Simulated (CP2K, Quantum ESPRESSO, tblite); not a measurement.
**Running (6,6) carbon nanotube bundle (120 atoms) with tblite**

Aim: run (6,6) carbon nanotube bundle (120 atoms) in tblite and see how near its forces come to a plane-wave reference, and at what cost.

Calculated with tblite 0.8.0; the method is named at each step.

## Step 1: Starting point

The cell holds 120 atoms: 120 C. Cell: a = 11.438 Å, b = 11.438 Å, c = 12.136 Å, α = 90.0°, β = 90.0°, γ = 120.0°. It derives from C (graphene). Graphene sheet (a = 2.46 Å) rolled into a (6,6) tube of diameter 8.14 Å, 5 periods, hexagonal bundle with 3.3 Å between walls; minimised with a classical potential (one cell length free). Then every atom was moved at random, 0.05 Å r.m.s. a Cartesian component. The structure's axis is c.

The yardstick, on the same geometry:

| Quantity | Value |
| --- | --- |
| method | Kohn-Sham DFT, PBE, SSSP efficiency 1.3.0 pseudopotentials, plane waves (Quantum ESPRESSO 7.5); sssp-pbe-1.3.0-efficiency, cutoffs 45/360 Ry, Γ point |
| r.m.s. force component | 3.407 eV/Å |
| longest force | 18.43 eV/Å |
| pressure | 14.99 GPa |
| time | 6 min on 4 MPI ranks of Arm Neoverse N1, shared host |
| CPU time | 22 min |

## Step 2: GFN2-xTB

Method: GFN2-xTB tight binding, diagonalisation.

run.py

```python
import numpy as np
from ase.io import read
from tblite.ase import TBLite

atoms = read("structure.xyz")
atoms.calc = TBLite(method="GFN2-xTB", electronic_temperature=580, accuracy=1.0, max_iterations=250, mixer_damping=0.1, verbosity=1)
energy = atoms.get_potential_energy()
forces = atoms.get_forces()
print(f"energy {energy:.6f} eV")
print("forces (eV/A)")
for i, (a, f) in enumerate(zip(atoms, forces)):
    print(f"{i:4d} {a.symbol:2s} {f[0]:10.5f} {f[1]:10.5f} {f[2]:10.5f}")
stress = -atoms.get_stress(voigt=False) * 160.21766
print("stress (GPa, compression positive)")
for row in stress:
    print(" ".join(f"{x:10.4f}" for x in row))
print("charges (e)")
print(np.array2string(atoms.get_charges(), precision=4, suppress_small=True, max_line_width=110, threshold=100000))
```

structure.xyz

```xyz
120
Lattice="11.43761 0.00000 0.00000 -5.71881 9.90526 0.00000 0.00000 0.00000 12.13617" Properties=species:S:1:pos:R:3 pbc="T T T"
C 3.93368 0.61858 1.32709
C 3.72712 1.32998 0.07998
C 3.10382 2.68849 2.57335
C 2.65490 3.09658 1.24020
C 1.39962 3.81947 1.32333
C 0.63416 3.95685 2.53306
C -0.66744 3.86711 0.01845
C -1.43062 3.69526 1.36993
C 8.85820 3.07420 1.28898
C 8.33722 2.61063 2.47396
C 7.61968 1.41100 0.10716
C 7.47087 0.74795 1.33801
C 1.66016 9.20991 1.33571
C 1.92003 8.54428 2.44095
C 2.62887 7.28819 2.53767
C 3.15981 6.85553 1.29299
C 4.33033 6.07698 1.22891
C 5.03420 5.92661 2.48197
C 6.38378 5.98694 0.09430
C 7.10744 6.13433 1.27260
C -3.20042 6.80600 1.27697
C -2.59394 7.42835 0.09976
C -2.05454 8.56825 0.07452
C -1.69025 9.24894 1.28024
C 3.94861 0.66326 3.68891
C 3.91915 1.37119 2.48597
C 3.00700 2.57943 4.93845
C 2.58902 3.04171 3.70141
C 1.37674 3.72398 3.71440
C 0.70673 3.94685 4.90326
C -0.73819 3.94309 2.50697
C -1.34283 3.80392 3.73054
C 8.85888 3.11917 3.71306
C 8.40344 2.66848 4.87316
C 7.64375 1.41685 2.56668
C 7.44760 0.62086 3.67495
C 1.77872 9.18485 3.76415
C 1.89858 8.49782 4.85932
C 2.54206 7.37575 4.87923
C 3.14511 6.81026 3.71792
C 4.29602 6.08153 3.80433
C 4.99114 5.92889 4.89670
C 6.44475 5.93385 2.49508
C 6.99284 6.08738 3.75056
C -3.12053 6.83027 3.73139
C -2.60343 7.31583 2.49568
C -1.88704 8.50674 2.47080
C -1.72056 9.15345 3.66185
C 4.01792 0.70644 6.22403
C 3.80535 1.42745 4.82947
C 3.09925 2.62886 7.43680
C 2.58879 3.14908 6.16117
C 1.39167 3.84592 6.13993
C 0.66075 4.03005 7.46047
C -0.70559 4.01242 5.04246
C -1.31150 3.80194 6.18022
[... 60 atom lines left out ...]
C -3.20145 6.90307 11.02013
C -2.55265 7.35327 9.78175
C -1.95852 8.46731 9.84790
C -1.82556 9.21783 11.10447
```

Started as:

```bash
> OMP_NUM_THREADS=1 python run.py > output.txt
```

Output:

```text
------------------------------------------------------------
  cycle        total energy    energy error   density error
------------------------------------------------------------
      1     -257.4147832718  -2.6355486E+02   1.4358441E-01
      2     -257.4280662772  -1.3283005E-02   1.2904911E-01
      3     -257.3797829182   4.8283359E-02   2.0886067E-02
      4     -257.4346641946  -5.4881276E-02   3.1692488E-03
      5     -257.4355720187  -9.0782403E-04   1.7731585E-03
      6     -257.4357073601  -1.3534141E-04   1.0910289E-03
      7     -257.4357150452  -7.6850590E-06   6.9011320E-04
      8     -257.4357194651  -4.4199596E-06   2.1724707E-04
      9     -257.4357235413  -4.0762210E-06   7.3716668E-05
     10     -257.4357238911  -3.4975074E-07   4.1110836E-05
     11     -257.4357240136  -1.2251360E-07   2.3162171E-05
     12     -257.4357240214  -7.7734512E-09   1.2864625E-05
------------------------------------------------------------
 total:                                  14.899 sec
energy -7005.182863 eV
forces (eV/A)
   0 C     0.22905    7.50764   -2.71017
   1 C     0.57450    1.72527    0.32585
   2 C     4.39477   -5.08369   -7.21626
   3 C    -4.24427    4.06314   10.01678
   4 C     0.14073   -0.54678    0.15062
   5 C     3.58967   -0.24524   -1.41962
   6 C     0.62856    0.88978    7.25066
   7 C     4.80863    2.71121   -5.17202
   8 C    -2.27592   -0.47358    1.20201
   9 C    -0.46405    0.08957    3.13170
  10 C     0.75170   -0.52993   -1.19608
  11 C    -0.89429   -0.77670   -1.21336
  12 C     0.43319    2.04627   -4.84149
  13 C     0.80432   -2.97874    5.48444
  14 C    -0.41268    1.18107   -2.98797
  15 C    -1.76450   -0.92157   -1.62151
  16 C     0.38437    0.74806    1.98872
  17 C    -1.30764   -0.06427    0.75879
  18 C     2.51973   -1.43704   -2.40624
  19 C    -2.32066   -1.34335    0.65396
  20 C     5.48134    3.36510    0.46631
  21 C    -6.53106   -9.32912   -0.66747
  22 C     3.94627    4.45170    4.45046
  23 C    -0.77445   -6.80168    0.65352
[...]
112 C     6.66255   -2.79073   -0.33063
 113 C    -5.02208   -0.24332    1.40552
 114 C    -1.06935   -1.18407    6.28667
 115 C     1.66073    3.19637   -0.65722
 116 C     0.93060   -1.77209   -0.32422
 117 C    -5.53934   -7.62383    1.11756
 118 C     3.63086    8.69382   -1.02452
 119 C     1.02386   -0.83020   -7.52579
stress (GPa, compression positive)
    7.1891     0.5842    -0.2271
    0.5842     9.3857    -2.0437
   -0.2271    -2.0437    16.0907
charges (e)
[ 0.0166 -0.0279 -0.0067  0.0125 -0.012  -0.0024 -0.0097 -0.0042  0.0205 -0.002  -0.0295 -0.0038 -0.0033
  0.0002 -0.0046 -0.0044 -0.0086 -0.0187  0.012   0.013  -0.     -0.0014  0.0215 -0.0001  0.0059 -0.0198
  0.006   0.0197 -0.0017 -0.0028  0.0139 -0.0099  0.0003  0.0038  0.0046 -0.0028  0.0105  0.0235 -0.0011
  0.0071  0.0055  0.0074  0.0025  0.0001 -0.0096 -0.0056  0.0068  0.0029 -0.0141 -0.0161 -0.0051 -0.0004
 -0.0134  0.0046  0.0001  0.0086 -0.0038  0.0068 -0.0081 -0.0002 -0.0135 -0.0102 -0.0012 -0.0131 -0.0019
  0.0124  0.0006  0.0067  0.0161 -0.008  -0.0115  0.0129  0.0004  0.0097  0.0081  0.0167  0.0119 -0.0045
  0.0086 -0.0183  0.0207  0.0062 -0.0121 -0.0037  0.016  -0.0075 -0.0042  0.0009 -0.0055 -0.0096 -0.0119
 -0.0021 -0.0139  0.0032 -0.0048 -0.0049  0.0067 -0.013   0.017   0.0083 -0.0246 -0.0018 -0.0045  0.0147
 -0.0023  0.0045 -0.0211  0.0125  0.0347 -0.001  -0.0213  0.0206  0.0037  0.003   0.0161 -0.018  -0.0205
  0.0127 -0.0034  0.0049]
```

Wall time 16 s (1 thread of Arm Neoverse N1, shared host); peak memory 0.12 GiB.

Banners, paths, timers and routine set-up lines are dropped from the logs unmarked, and long logs keep their key lines alone; longer cuts are marked.

Compared with the plane-wave run:

* r.m.s. force component: 3.314 eV/Å
* r.m.s. difference of force components: 215.7 meV/Å
* longest difference of force vectors: 762.2 meV/Å
* force difference over r.m.s. force: 6.329 %
* slope of forces against the reference's: 0.9709
* correlation of force components: 0.9983
* pressure: 10.89 GPa
* pressure difference: -4.097 GPa

The surroundings of C58, picked at random, nearest first, numbered as they follow in the input and with coordinates relative to it.

```tsv
atom	x	y	z	distance (Å)	bonds	Mulliken charge (e)	Fx	Fy	Fz (eV/Å)
C58	0.00	0.00	0.00	0.00	3	0.01	-0.22	-0.04	-1.50
C83	-0.62	-1.19	0.01	1.34	3	-0.01	-2.91	-3.25	0.53
C81	0.42	0.41	1.25	1.38	3	0.02	4.91	5.13	-4.34
C57	0.50	0.50	-1.26	1.44	3	0.00	1.79	1.50	3.36
C80	1.66	1.17	1.26	2.39	3	-0.02	0.71	0.14	-1.30
C60	-0.94	-1.83	-1.26	2.41	3	0.00	0.13	-5.37	6.88
C82	0.05	0.05	2.41	2.41	3	0.01	-3.96	-5.03	8.16
C56	1.78	1.18	-1.15	2.42	3	0.01	-4.18	-0.62	1.36
C34	0.06	0.05	-2.45	2.46	3	0.00	-3.77	-4.05	2.60
C84	-0.89	-1.97	1.29	2.51	3	0.00	0.87	8.77	-1.53
```

Atoms are counted from 1 here, from 0 in the log.

Forces lie 6.3 % from the reference's, at 0.012 times its CPU time (on 1 against 4 cores).

## Step 3: Summary of results

```yaml
force_difference_from_the_reference: tblite GFN2-xTB, 6.3 %
its_cpu_time: 16 s
```

What this shows: Tight binding differs by 6.3 % (tblite GFN2-xTB); it is another model, with fitted parameters of its own, and the xTB methods hold dispersion. One electronic-structure run takes under half the reference's CPU time: tblite GFN2-xTB, at 6.3 % in 16 s against 22 min; its pressure misses by -4.1 GPa. Periodic xTB results under one method name differ between programs and library versions. The reference's pressure holds the uncorrected Pulay stress of its 45 Ry basis, so small pressure differences, and their order, may be the reference's own error. The reference's stress is far from hydrostatic: its diagonal is 11.1, 13.2, 20.8 GPa, compression counted positive. The reference's pressure of 15 GPa belongs to a cell and atoms that aren't relaxed at this level. The electronic-structure runs sample only Γ, in a cell whose shortest periodic width is 10 Å.

[Also dropped from logs without a mark: logging warnings of Python, and SIESTA's first energy breakdown and zero terms.]

[Logs are printed without paths, hosts, clocks, repeated set-up lines and the standing remarks that a program may print on its own settings, such as how far it seeks lower states.]

[Hosts, paths, dates, database ids (printed as entryN), source tags and the programs' standing remarks are cut or masked in the printed files.]
